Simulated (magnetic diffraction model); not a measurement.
**Which magnetic order? LaDyS2O**

Space group Pna2_1 (no. 33), a = 6.7010 Å, b = 6.6630 Å, c = 9.8200 Å.

```csv
site,atom,x,y,z
4a,Dy,0.5329,0.9972,0.0137
4a,La,0.0163,0.9990,0.2835
4a,S,0.6184,0.8512,0.7555
4a,S,0.9073,0.8652,0.0489
4a,O,0.7396,0.7959,0.3876
```

The compound is invented for this exercise: a known structure type with other elements, its cell scaled to their sizes and not relaxed.

Only Dy is taken to order (form factors of Dy3+); orders and moment sizes are assumed, and not adapted to the symmetry. Radiation: neutrons of λ = 2.52 Å (absorption by Dy left out), 8° to 50°; isotropic B of 0.34 Å² (Dy), 0.3 Å² (La), 0.49 Å² (S) and 0.51 Å² (O). Simulated constant-wavelength pattern: nuclear and magnetic terms add, the magnetic one as |2.695 fm × Σ f S⊥ exp(2πi Q·r) exp(−B s²)|², summed over all Q at one angle with the factor 1/(sin²θ cos θ). For collinear order S is the moment m, which repeats by lattice and centring translations R with the sign exp(−2πi k·R). Free-ion form factors, Sears's scattering lengths of 1992, no absorption; a label names one of the reflections at its angle. The strongest nuclear line in the range is 100, and lines under 0.2 are left out.

Above the ordering temperature:

```tsv
2θ (°)	index	I
26.42	(0 1 1)	2.0
29.74	(0 0 2)	11.9
30.93	(1 1 0)	12.9
34.43	(1 1 1)	3.7
43.44	(1 1 2)	100.0
44.18	(2 0 0)	18.6
44.45	(0 2 0)	18.3
46.83	(2 0 1)	1.2
49.97	(1 2 0)	3.6
```

Below it (cell unchanged):

```csv
2θ (°),I
21.68,2.7
26.32,110.6
26.42,116.9
29.74,11.9
30.93,12.9
34.43,3.7
37.10,3.0
43.44,100.0
44.18,18.6
44.45,18.3
46.83,1.2
49.79,3.8
49.97,4.6
```

**Question.** Find the propagation vector, then choose among these models:
A. collinear moments along [101], 9.9 μB on Dy; signs + at (0.5329, 0.9972, 0.0137), − at (0.0329, 0.5028, 0.0137), + at (0.9671, 0.4972, 0.5137), − at (0.4671, 0.0028, 0.5137)
B. collinear moments along [110], 9.9 μB on Dy; signs + at (0.5329, 0.9972, 0.0137), − at (0.0329, 0.5028, 0.0137), + at (0.9671, 0.4972, 0.5137), − at (0.4671, 0.0028, 0.5137)
C. collinear moments along [110], 9.9 μB on Dy; signs + at (0.5329, 0.9972, 0.0137), + at (0.0329, 0.5028, 0.0137), + at (0.9671, 0.4972, 0.5137), + at (0.4671, 0.0028, 0.5137)
D. collinear moments along [101], 9.9 μB on Dy; signs + at (0.5329, 0.9972, 0.0137), + at (0.0329, 0.5028, 0.0137), + at (0.9671, 0.4972, 0.5137), + at (0.4671, 0.0028, 0.5137)

No line moves, and magnetic intensity falls on nuclear lines such as the one at 26.42°; new lines at (1 0 0), (1 0 1) and (1 0 2) have whole indices that obey the lattice centring, at places with no nuclear intensity to speak of, so the magnetic cell equals the chemical primitive cell: k = 0.

Magnetic intensity, observed (below minus above) and for each model:

| 2θ (°) | index | observed | A | B | C | D |
| --- | --- | --- | --- | --- | --- | --- |
| 26.32 | (1 0 1) | 110.6 | 95.3 | 110.6 | <0.2 | <0.2 |
| 26.42 | (0 1 1) | 114.9 | 136.8 | 114.9 | <0.2 | <0.2 |
| 29.74 | (0 0 2) | <0.2 | <0.2 | <0.2 | 68.2 | 21.7 |
| 30.93 | (1 1 0) | <0.2 | <0.2 | <0.2 | 60.2 | 101.3 |
| 34.43 | (1 1 1) | <0.2 | <0.2 | <0.2 | 5.0 | 6.3 |
| 43.44 | (1 1 2) | <0.2 | <0.2 | <0.2 | 87.0 | 69.3 |
| 44.18 | (2 0 0) | <0.2 | <0.2 | <0.2 | 12.3 | 16.9 |
| 44.45 | (0 2 0) | <0.2 | <0.2 | <0.2 | 14.7 | 29.2 |

Model B matches.

The absence at (0 0 2) is telling: the sublattices cancel there.

The structure used: k = (0 0 0), collinear moments along [110], 9.9 μB on Dy; signs + at (0.5329, 0.9972, 0.0137), − at (0.0329, 0.5028, 0.0137), + at (0.9671, 0.4972, 0.5137), − at (0.4671, 0.0028, 0.5137).

[Logs are printed without paths, hosts, clocks, repeated set-up lines and the standing remarks that a program may print on its own settings, such as how far it seeks lower states.]
